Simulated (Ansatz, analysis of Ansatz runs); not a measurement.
## Reproducing a measured local vibrational mode: Al-H pair in Si

Subject: Al-H pair in Si. Wanted: its local vibrational mode, in one set-up (r2SCAN, 64-site cell, r2SCAN lattice, 500 eV, k: the single point 1/4 1/4 1/4, anharmonic cut along the mode). The model is a cell of 64 host atoms with Al put on another atom's site and H put in between. The frequencies come from force constants among the defect atom and its neighbours, with the masses of the isotopes named. A meta-GGA costs about twice a GGA and mends lattice constants and part of the gap.

**The experiment.** Si-H stretch, 1H: 2201 cm⁻¹, by IR absorption (quoted in “Local vibrational modes of impurities in silicon”, 2008, M.D. McCluskey, quoting earlier work (1987)).

Method: plane-wave PAW DFT, r2SCAN; relaxation of all atoms of a defect supercell, in Ansatz 0.2.0.

## (1) The structure

The cell holds 65 atoms: 63 Si, 1 Al and 1 H. Cell: a = 10.888 Å, b = 10.888 Å, c = 10.888 Å, α = 90.0°, β = 90.0°, γ = 90.0°. It derives from Si (space group Fd-3m). Nearest the centre at fractional (0.346, 0.346, 0.346): H65 at 0.55 Å, Al8 at 1.00 Å, Si4 at 2.06 Å, Si27 at 2.59 Å, Si49 at 2.59 Å, Si42 at 2.59 Å, Si7 at 3.41 Å, Si6 at 3.41 Å.

The host's primitive cell comes from a first run (plane-wave PAW DFT, r2SCAN; relaxation of the host's cell and atoms): vectors of 3.850, 3.850 and 3.850 Å. That is 20.17 Å³ an atom, 0.7 % over the diffraction cell's volume. The supercell is built on it.

## (2) Relaxation, charge 0

Every later number rests on the structure around the defect, so the atoms are relaxed at the host's lattice first.

relax/input.yaml reads:

```yaml
relax:
  f_tol: 0.01
  max_steps: 80
  random_displacement: { amplitude: 0.02, seed: 606 }
crystal:
  lattice:
    - [10.88847935, 0.0, 0.0]
    - [0.0, 10.88847935, 0.0]
    - [0.0, 0.0, 10.88847935]
  atoms:
    - { symbol: Si, position: [0.0, 0.0, 0.25] }
    - { symbol: Si, position: [0.0, 0.25, 0.0] }
    - { symbol: Si, position: [0.25, 0.0, 0.0] }
    - { symbol: Si, position: [0.236747461, 0.236747461, 0.236747461] }
    - { symbol: Si, position: [0.125, 0.125, 0.375] }
    - { symbol: Si, position: [0.125, 0.375, 0.125] }
    - { symbol: Si, position: [0.375, 0.125, 0.125] }
    - { symbol: Al, position: [0.398860081, 0.398860081, 0.398860081] }
    - { symbol: Si, position: [0.0, 0.0, 0.75] }
    - { symbol: Si, position: [0.0, 0.25, 0.5] }
    - { symbol: Si, position: [0.25, 0.0, 0.5] }
    - { symbol: Si, position: [0.25, 0.25, 0.75] }
    - { symbol: Si, position: [0.125, 0.125, 0.875] }
    - { symbol: Si, position: [0.125, 0.375, 0.625] }
    - { symbol: Si, position: [0.375, 0.125, 0.625] }
    - { symbol: Si, position: [0.375, 0.375, 0.875] }
    - { symbol: Si, position: [0.0, 0.5, 0.25] }
    - { symbol: Si, position: [0.0, 0.75, 0.0] }
    - { symbol: Si, position: [0.25, 0.5, 0.0] }
    - { symbol: Si, position: [0.25, 0.75, 0.25] }
    - { symbol: Si, position: [0.125, 0.625, 0.375] }
    - { symbol: Si, position: [0.125, 0.875, 0.125] }
    - { symbol: Si, position: [0.375, 0.625, 0.125] }
    - { symbol: Si, position: [0.375, 0.875, 0.375] }
    - { symbol: Si, position: [0.0, 0.5, 0.75] }
    - { symbol: Si, position: [0.0, 0.75, 0.5] }
    - { symbol: Si, position: [0.25, 0.5, 0.5] }
    - { symbol: Si, position: [0.25, 0.75, 0.75] }
    - { symbol: Si, position: [0.125, 0.625, 0.875] }
    - { symbol: Si, position: [0.125, 0.875, 0.625] }
    - { symbol: Si, position: [0.375, 0.625, 0.625] }
    - { symbol: Si, position: [0.375, 0.875, 0.875] }
    - { symbol: Si, position: [0.5, 0.0, 0.25] }
    - { symbol: Si, position: [0.5, 0.25, 0.0] }
    - { symbol: Si, position: [0.75, 0.0, 0.0] }
    - { symbol: Si, position: [0.75, 0.25, 0.25] }
    - { symbol: Si, position: [0.625, 0.125, 0.375] }
    - { symbol: Si, position: [0.625, 0.375, 0.125] }
    - { symbol: Si, position: [0.875, 0.125, 0.125] }
    - { symbol: Si, position: [0.875, 0.375, 0.375] }
    - { symbol: Si, position: [0.5, 0.0, 0.75] }
    - { symbol: Si, position: [0.5, 0.25, 0.5] }
    - { symbol: Si, position: [0.75, 0.0, 0.5] }
    - { symbol: Si, position: [0.75, 0.25, 0.75] }
    - { symbol: Si, position: [0.625, 0.125, 0.875] }
    - { symbol: Si, position: [0.625, 0.375, 0.625] }
    - { symbol: Si, position: [0.875, 0.125, 0.625] }
    - { symbol: Si, position: [0.875, 0.375, 0.875] }
    - { symbol: Si, position: [0.5, 0.5, 0.25] }
    - { symbol: Si, position: [0.5, 0.75, 0.0] }
    - { symbol: Si, position: [0.75, 0.5, 0.0] }
    - { symbol: Si, position: [0.75, 0.75, 0.25] }
    - { symbol: Si, position: [0.625, 0.625, 0.375] }
    - { symbol: Si, position: [0.625, 0.875, 0.125] }
    - { symbol: Si, position: [0.875, 0.625, 0.125] }
    - { symbol: Si, position: [0.875, 0.875, 0.375] }
    - { symbol: Si, position: [0.5, 0.5, 0.75] }
    - { symbol: Si, position: [0.5, 0.75, 0.5] }
    - { symbol: Si, position: [0.75, 0.5, 0.5] }
    - { symbol: Si, position: [0.75, 0.75, 0.75] }
    - { symbol: Si, position: [0.625, 0.625, 0.875] }
    - { symbol: Si, position: [0.625, 0.875, 0.625] }
    - { symbol: Si, position: [0.875, 0.625, 0.625] }
    - { symbol: Si, position: [0.875, 0.875, 0.875] }
    - { symbol: H, position: [0.316442, 0.316442, 0.316442] }
basis:
  ecutwfc: 500
  xc_grid: 2
hamiltonian:
  xc: r2scan
kpoints:
  mp_grid: { grid: [1, 1, 1], shift: [0.25, 0.25, 0.25] }
scf:
  occupations: { method: fermi_dirac, width: 0.01 }
  max_iter: 120
output:
  forces: true
checkpoint:
  write: "../relax.run"
  compress: false
  write_wavefunctions: true
  write_every: 100000
```

Launch:

```
> ansatz run input.yaml --threads 4 --pin off --max-ram 7536MiB --backend cpu --events-out ev --progress --plain --runs-dir out
```

Numbers of over 12 decimals in the logs are rounded to 6 here.

Log:

```text
[... repeated set-up lines and file paths are left out, and long positions are rounded to six places ...]
Engine: ansatz 0.2.0, x86_64-unknown-linux-gnu
Pseudopotentials: kind: paw
Pseudopotential: Si, paw, valence charge 4, recommended cutoff 500 eV (meta_gga), Si.paw.azcp
Pseudopotential: Al, paw, valence charge 3, recommended cutoff 500 eV (meta_gga), Al.paw.azcp
Pseudopotential: H, paw, valence charge 1, recommended cutoff 500 eV (meta_gga), H.paw.azcp
Functional definition: r2SCAN
  parameter k0 = 0.174
  parameter k1 = 0.065
  parameter a1 = 4.9479
  exchange = r2scan_x(k0 = k0, k1 = k1, a1 = a1)
  correlation = r2scan_c
Crystal: 65 atoms, lattice volume = 1290.927 Å³
Basis set: ecut = 500 eV, 32795 PW (Γ), exchange–correlation on 160×160×160 points (8 copies of the dense FFT grid, shifted against one another)
Bands: 193, of which v1, the nominal top of the filled ones, is band 128 counted from 1 (127 counted from 0)
Symmetry: 1 space group operations
k-points: 1
Non-local potential: Si, projectors of the file, l = 0: 2, l = 1: 2, l = 2: 2
Non-local potential: Al, projectors of the file, l = 0: 2, l = 1: 2, l = 2: 1
Non-local potential: H, projectors of the file, l = 0: 2, l = 1: 1
PAW form: soft (Blöchl's): semilocal exchange-correlation on the pseudo side does not see the compensation charge
PAW frozen core: Si, regenerated for the run's functional (the file was generated under x = pbe(κ = 0.804, μ = 0.219515), c = pbe(β = 0.066725))
PAW frozen core: Al, regenerated for the run's functional (the file was generated under x = pbe(κ = 0.804, μ = 0.219515), c = pbe(β = 0.066725))
PAW one-centre angular grid: Si, 302 points (default); XC on 160 Gauss nodes
PAW one-centre angular grid: Al, 302 points (default); XC on 160 Gauss nodes
PAW one-centre angular grid: H, 302 points (default); XC on 160 Gauss nodes
Initial density: superposition of atomic densities (neutral atoms: chi_scale 0, normalization atom), corrected by the library's trained network
Initial wavefunctions: pseudopotential atomic-orbital guess
Functional: x = r2scan, c = r2scan; τ floored in thin density (d = 2e-4 eV/Å³)
SCF iter   1: F=—  HF=-40814.920101 eV  |F-HF|=—  |Δ(HF+E_count)|=         —  Δρ=4.01e-3  dr2=1.91e-1  dr2_τ=4.08e-1  ethr=1.77e-3  ⟨swp⟩=6.0  Hψ=891  notcnv=0  defer=43
preconditioner: auto → Resta (q_TF=auto, 2.083 Å⁻¹)  ε∞=4.9  [insulator: Δε(μ)=1.289 eV  Ē_g=8.369 eV  σ=0.010 eV  W_gap=1.00  n_scr=202 (ndim 8)  ℏωp=16.5 eV  f_vac=0.000  D(μ)=0.00/eV (n_scr^D=0)  ε∞_Penn≈4.9]
SCF iter   2: F=—  HF=-40815.415293 eV  |F-HF|=—  |Δ(HF+E_count)|=   4.95e-1  Δρ=2.64e-3  dr2=7.23e-2  dr2_τ=2.99e-4  ethr=7.47e-5  ⟨swp⟩=2.0  Hψ=345  notcnv=0  defer=59
SCF iter   3: F=—  HF=-40815.411172 eV  |F-HF|=—  |Δ(HF+E_count)|=   4.12e-3  Δρ=2.26e-4  dr2=1.09e-3  dr2_τ=7.00e-5  ethr=2.82e-5  ⟨swp⟩=3.0  Hψ=268  notcnv=0  defer=59
SCF iter   4: F=—  HF=-40815.411761 eV  |F-HF|=—  |Δ(HF+E_count)|=   5.89e-4  Δρ=1.09e-4  dr2=1.35e-4  dr2_τ=1.84e-6  ethr=4.24e-7  ⟨swp⟩=2.0  Hψ=230  notcnv=0  defer=59
SCF iter   5: F=—  HF=-40815.411878 eV  |F-HF|=—  |Δ(HF+E_count)|=   1.17e-4  Δρ=2.57e-5  dr2=1.75e-5  dr2_τ=1.79e-7  ethr=5.28e-8  ⟨swp⟩=2.0  Hψ=261  notcnv=0  defer=59
SCF iter   6: F=-40815.411885 eV  HF=-40815.411885 eV  |F-HF|=1.47e-7  |Δ(HF+E_count)|=   6.48e-6  Δρ=5.73e-6  dr2=6.89e-7  dr2_τ=6.15e-9  ethr=9.77e-10  ⟨swp⟩=4.0  Hψ=581  notcnv=0
SCF 1 converged in 6 iterations: F = -40815.411885 eV  dr2 = 6.89e-7
  greatest PAW one-centre occupation: 0.656 electrons in one spin orbital (limit 2), on the Si atom at site 48 (counted from 0), in its partial waves of l = 0
relax step   1: F+E_penalty+E_count = -40815.41188468 eV  Δ(F+E_penalty+E_count) = +0.000e0 eV  max|allowed force component| = 1.974e0 eV/Å  Δτ_max = 0.0000 Å  (6 SCF iters, dr2 threshold 2.50e-6 eV, accepted)
[... the SCF cycles and remarks between the steps are left out from here to the last step ...]
relax step   2: F+E_penalty+E_count = -40816.12412502 eV  Δ(F+E_penalty+E_count) = -7.122e-1 eV  max|allowed force component| = 3.359e-1 eV/Å  Δτ_max = 0.1243 Å  (5 SCF iters, dr2 threshold 1.00e-4 eV, accepted)
relax step   3: F+E_penalty+E_count = -40816.16729258 eV  Δ(F+E_penalty+E_count) = -4.317e-2 eV  max|allowed force component| = 9.400e-2 eV/Å  Δτ_max = 0.0276 Å  (5 SCF iters, dr2 threshold 7.05e-6 eV, accepted)
relax step   4: F+E_penalty+E_count = -40816.16930436 eV  Δ(F+E_penalty+E_count) = -2.012e-3 eV  max|allowed force component| = 2.860e-2 eV/Å  Δτ_max = 0.0137 Å  (4 SCF iters, dr2 threshold 5.52e-7 eV, accepted)
relax step   5: F+E_penalty+E_count = -40816.16960616 eV  Δ(F+E_penalty+E_count) = -3.018e-4 eV  max|allowed force component| = 8.530e-3 eV/Å  Δτ_max = 0.0097 Å  (4 SCF iters, accepted)
relax step   6: F+E_penalty+E_count = -40816.16964621 eV  Δ(F+E_penalty+E_count) = -4.004e-5 eV  max|allowed force component| = 7.056e-3 eV/Å  Δτ_max = 0.0030 Å  (3 SCF iters, accepted)
relax step   7: F+E_penalty+E_count = -40816.16974326 eV  Δ(F+E_penalty+E_count) = -9.705e-5 eV  max|allowed force component| = 1.157e-2 eV/Å  Δτ_max = 0.0110 Å  (4 SCF iters, accepted)
relax step   8: F+E_penalty+E_count = -40816.16990176 eV  Δ(F+E_penalty+E_count) = -1.585e-4 eV  max|allowed force component| = 1.571e-2 eV/Å  Δτ_max = 0.0119 Å  (4 SCF iters, accepted)
relax step   9: F+E_penalty+E_count = -40816.17019258 eV  Δ(F+E_penalty+E_count) = -2.908e-4 eV  max|allowed force component| = 2.090e-2 eV/Å  Δτ_max = 0.0160 Å  (4 SCF iters, dr2 threshold 2.47e-7 eV, accepted)
relax step  10: F+E_penalty+E_count = -40816.17072546 eV  Δ(F+E_penalty+E_count) = -5.329e-4 eV  max|allowed force component| = 2.804e-2 eV/Å  Δτ_max = 0.0216 Å  (4 SCF iters, dr2 threshold 4.37e-7 eV, accepted)
relax step  11: F+E_penalty+E_count = -40816.17169270 eV  Δ(F+E_penalty+E_count) = -9.672e-4 eV  max|allowed force component| = 3.703e-2 eV/Å  Δτ_max = 0.0292 Å  (4 SCF iters, dr2 threshold 7.86e-7 eV, accepted)
relax step  12: F+E_penalty+E_count = -40816.17340732 eV  Δ(F+E_penalty+E_count) = -1.715e-3 eV  max|allowed force component| = 4.772e-2 eV/Å  Δτ_max = 0.0388 Å  (4 SCF iters, dr2 threshold 1.37e-6 eV, accepted)
relax step  13: F+E_penalty+E_count = -40816.17630444 eV  Δ(F+E_penalty+E_count) = -2.897e-3 eV  max|allowed force component| = 5.868e-2 eV/Å  Δτ_max = 0.0503 Å  (4 SCF iters, dr2 threshold 2.28e-6 eV, accepted)
relax step  14: F+E_penalty+E_count = -40816.18078195 eV  Δ(F+E_penalty+E_count) = -4.478e-3 eV  max|allowed force component| = 6.697e-2 eV/Å  Δτ_max = 0.0619 Å  (4 SCF iters, dr2 threshold 3.44e-6 eV, accepted)
relax step  15: F+E_penalty+E_count = -40816.18674632 eV  Δ(F+E_penalty+E_count) = -5.964e-3 eV  max|allowed force component| = 6.897e-2 eV/Å  Δτ_max = 0.0699 Å  (4 SCF iters, dr2 threshold 4.48e-6 eV, accepted)
relax step  16: F+E_penalty+E_count = -40816.19317618 eV  Δ(F+E_penalty+E_count) = -6.430e-3 eV  max|allowed force component| = 6.765e-2 eV/Å  Δτ_max = 0.0694 Å  (4 SCF iters, dr2 threshold 4.76e-6 eV, accepted)
relax step  17: F+E_penalty+E_count = -40816.20460533 eV  Δ(F+E_penalty+E_count) = -1.143e-2 eV  max|allowed force component| = 9.155e-2 eV/Å  Δτ_max = 0.1965 Å  (5 SCF iters, dr2 threshold 4.40e-6 eV, accepted)
relax step  18: F+E_penalty+E_count = -40816.20553585 eV  Δ(F+E_penalty+E_count) = -9.305e-4 eV  max|allowed force component| = 2.297e-2 eV/Å  Δτ_max = 0.0138 Å  (3 SCF iters, dr2 threshold 8.06e-6 eV, accepted)
relax step  19: F+E_penalty+E_count = -40816.20573719 eV  Δ(F+E_penalty+E_count) = -2.013e-4 eV  max|allowed force component| = 1.160e-2 eV/Å  Δτ_max = 0.0082 Å  (5 SCF iters, accepted)
SCF iter   1: F=—  HF=-40816.205811 eV  |F-HF|=—  |Δ(HF+E_count)|=         —  Δρ=1.43e-4  dr2=1.66e-4  dr2_τ=1.21e-5  ethr=5.73e-7  ⟨swp⟩=4.0  Hψ=448  notcnv=0  defer=59
SCF iter   2: F=—  HF=-40816.205834 eV  |F-HF|=—  |Δ(HF+E_count)|=   2.25e-5  Δρ=8.13e-5  dr2=5.26e-5  dr2_τ=6.56e-7  ethr=6.50e-8  ⟨swp⟩=2.0  Hψ=246  notcnv=0  defer=59
SCF iter   3: F=—  HF=-40816.205795 eV  |F-HF|=—  |Δ(HF+E_count)|=   3.89e-5  Δρ=5.06e-6  dr2=4.44e-7  dr2_τ=8.69e-9  ethr=2.05e-8  ⟨swp⟩=2.0  Hψ=224  notcnv=0  defer=59
SCF iter   4: F=-40816.205795 eV  HF=-40816.205795 eV  |F-HF|=2.64e-8  |Δ(HF+E_count)|=   3.00e-7  Δρ=1.98e-6  dr2=5.39e-8  dr2_τ=8.58e-10  ethr=3.91e-11  ⟨swp⟩=5.0  Hψ=610  notcnv=0
SCF 20 converged in 4 iterations: F = -40816.205795 eV  dr2 = 5.39e-8
relax step  20: F+E_penalty+E_count = -40816.20579525 eV  Δ(F+E_penalty+E_count) = -5.806e-5 eV  max|allowed force component| = 7.968e-3 eV/Å  Δτ_max = 0.0093 Å  (4 SCF iters, accepted)
NSCF: frozen V_eff on 1 k-points
the band table was solved once a step of the walk had ended and its energy, with any forces and stress, was formed, with the checks that follow a solve (1011 applications of the Hamiltonian). They found nothing against the state; [...]
iter 1 solved again at ethr=2.11e-11 eV; its pass at ethr=3.10e-3 eV (dr2=5.39e-8 eV) is discarded
SCF iter   1: F=—  HF=-40816.205795 eV  |F-HF|=—  |Δ(HF+E_count)|=         —  Δρ=1.98e-6  dr2=5.39e-8  dr2_τ=8.58e-10  ethr=2.11e-11  ⟨swp⟩=1.0  Hψ=536  notcnv=0
SCF iter   2: F=-40816.205795 eV  HF=-40816.205795 eV  |F-HF|=1.50e-8  |Δ(HF+E_count)|=   2.58e-8  Δρ=1.24e-6  dr2=1.81e-8  dr2_τ=2.66e-10  ethr=2.11e-11  ⟨swp⟩=4.0  Hψ=443  notcnv=0
SCF 21 converged in 2 iterations: F = -40816.205795 eV  dr2 = 1.81e-8
NSCF: frozen V_eff on 1 k-points
the band table was solved once a step of the walk had ended and its energy, with any forces and stress, was formed, with the checks that follow a solve (683 applications of the Hamiltonian). They found nothing against the state; [...]
SCF converged after 2 iterations
Free energy (F): -40816.205795 eV
Harris-Foulkes:  -40816.205795 eV  (|F-HF|=1.50e-8)
Internal energy: -40816.205795 eV  (E = F + TS)
E sigma→0 (E₀):  -40816.205795 eV
Fermi energy:    6.489119 eV
--- Per-component energies (eV) ---
  E_band       = 204.551362
  E_kinetic    = 2590.164514
  E_local      = -1731.474396  (includes V_loc(G=0)·N_el)
  E_nonlocal   = 1590.104579
  E_hartree    = 487.431486
  E_xc         = -3293.552178
  E_vxc        = -3181.330477  (∫ρ·V_xc dr)
  E_paw        = -33203.806129  (= ΣΔE_a)
  E_vpaw       = -162.280071  (= ΣTr[D̂ρ^β])
  E_aug_tail   = -0.000201  (compensation charges beyond the density's cutoff)
  E_vtau       = 124.504051  (kinetic-family band-sum trace: ∫τ·v_τ [+ j·A + Jᵃ·Aᵃ] dr)
  E_ewald      = -7250.198085
  E_core_change = -4.875386  (= ΣΔE_core)
  E_smearing   = -0.000000  (= −TS)
  E_closure    = 0.000000  (closes the sum)
  Σ components = -40816.205795   (vs F -40816.205795, Δ=0.00e0)
--- Forces (eV/Å), atoms counted from 1 ---
  atom   1  Si    -0.00146754    -0.00212110    -0.00268702
  atom   2  Si    -0.00061321    -0.00075190     0.00092761
  [... 1 atom left out ...]
  atom   4  Si    -0.00141734    -0.00293795    -0.00387085
  atom   5  Si     0.00142315     0.00111207    -0.00021202
  atom   6  Si     0.00122894    -0.00099779    -0.00094114
  atom   7  Si    -0.00003753    -0.00038877    -0.00292339
  atom   8  Al    -0.00133627     0.00023997     0.00150688
  [... 14 atoms left out ...]
  atom  23  Si    -0.00149035     0.00056771    -0.00064998
  [... 3 atoms left out ...]
  atom  27  Si    -0.00016396    -0.00280633    -0.00112440
  [... 14 atoms left out ...]
  atom  42  Si    -0.00157648    -0.00052623    -0.00130381
  [... 6 atoms left out ...]
  atom  49  Si     0.00049757     0.00013210     0.00124737
  [... 15 atoms left out ...]
  atom  65  H      0.00626174     0.00753052     0.00786517
  max |Σ_I F_I| component: 1.13e-2 eV/Å
--- Band table (eV) ---
  k-point 0: bands = ["-6.2192", "-5.6650", "-5.6596", "-5.6450", [... 185 left out ...] "10.4808", "10.5062", "10.6062", "10.6637"]
--- Relaxed structure (20 steps of the walk, 20 accepted, 0 SCFs on fresh bases) ---
  F+E_penalty+E_count = -40816.20579525 eV   max|allowed force component| = 7.968e-3 eV/Å
  atoms:
    - { symbol: Si, position: [-0.002747, -0.003898, 0.248596] }
    - { symbol: Si, position: [-0.002782, 0.248557, -0.003907] }
    [... 1 atom left out ...]
    - { symbol: Si, position: [0.233382, 0.235596, 0.235641] }
    - { symbol: Si, position: [0.119860, 0.118537, 0.375035] }
    - { symbol: Si, position: [0.119852, 0.374975, 0.118559] }
    - { symbol: Si, position: [0.380827, 0.125543, 0.125574] }
    - { symbol: Al, position: [0.397623, 0.391723, 0.391711] }
    [... 14 atoms left out ...]
    - { symbol: Si, position: [0.375566, 0.626510, 0.122260] }
    [... 3 atoms left out ...]
    - { symbol: Si, position: [0.248607, 0.507142, 0.507153] }
    [... 14 atoms left out ...]
    - { symbol: Si, position: [0.506311, 0.240497, 0.504933] }
    [... 6 atoms left out ...]
    - { symbol: Si, position: [0.506347, 0.504946, 0.240519] }
    [... 15 atoms left out ...]
    - { symbol: H, position: [0.266272, 0.332362, 0.332233] }
```

Wall time 3.3 min (4 threads of AMD EPYC 7B13 (Zen 3), shared host); peak memory 2.3 GiB.

Step by step:

| step | energy less that of the first step (eV) | largest force component (eV/Å) |
| --- | --- | --- |
| 1 | 0.0000 | 1.9741 |
| 2 | -0.7122 | 0.3359 |
| 3 | -0.7554 | 0.0940 |
| 4 | -0.7574 | 0.0286 |
| 5 | -0.7577 | 0.0085 |
| 6 | -0.7578 | 0.0071 |
| 7 | -0.7579 | 0.0116 |
| 8 | -0.7580 | 0.0157 |
| 9 | -0.7583 | 0.0209 |
| 10 | -0.7588 | 0.0280 |
| 11 | -0.7598 | 0.0370 |
| 12 | -0.7615 | 0.0477 |
| 13 | -0.7644 | 0.0587 |
| 14 | -0.7689 | 0.0670 |
| 15 | -0.7749 | 0.0690 |
| 16 | -0.7813 | 0.0677 |
| 17 | -0.7927 | 0.0915 |
| 18 | -0.7937 | 0.0230 |
| 19 | -0.7939 | 0.0116 |
| 20 | -0.7939 | 0.0080 |

The atoms that moved most (Å, from the sites as typed, ahead of the random displacement, the mean shift of all atoms taken out):

| atom | dx | dy | dz | length |
| --- | --- | --- | --- | --- |
| H65 | -0.547 | 0.175 | 0.174 | 0.600 |
| Si49 | 0.068 | 0.056 | -0.101 | 0.134 |
| Si42 | 0.068 | -0.101 | 0.056 | 0.134 |
| Si27 | -0.016 | 0.080 | 0.080 | 0.114 |
| Al8 | -0.014 | -0.076 | -0.076 | 0.108 |
| Si6 | -0.057 | 0.002 | -0.068 | 0.089 |
| Si5 | -0.057 | -0.068 | 0.002 | 0.089 |
| Si31 | 0.005 | 0.050 | 0.049 | 0.070 |

The atoms nearest to the centre after the run:

| atom | distance (Å) |
| --- | --- |
| H65 | 0.889 |
| Al8 | 0.906 |
| Si4 | 2.091 |
| Si27 | 2.701 |
| Si42 | 2.716 |
| Si49 | 2.716 |
| Si7 | 3.412 |
| Si6 | 3.503 |
| Si5 | 3.503 |

Neighbours of the added atoms: H65: Si4 1.53, Al8 1.70, Si27 2.70 Å.

Read from the output:

```yaml
free_energy: -40816.2058 eV
```

The relaxation ends 12 meV an atom lower than the displaced start, with a largest force component of 0.0080 eV/Å.

(Part 1 of 2 ends here.)

[Logs are printed without paths, hosts, clocks, repeated set-up lines and the standing remarks that a program may print on its own settings, such as how far it seeks lower states.]

[Hosts, paths, dates, database ids (printed as entryN), source tags and the programs' standing remarks are cut or masked in the printed files.]

[For some hosts the program warned that the k-mesh of the response run may be too coarse for force constants and the static dielectric constant; such warnings are not shown here.]
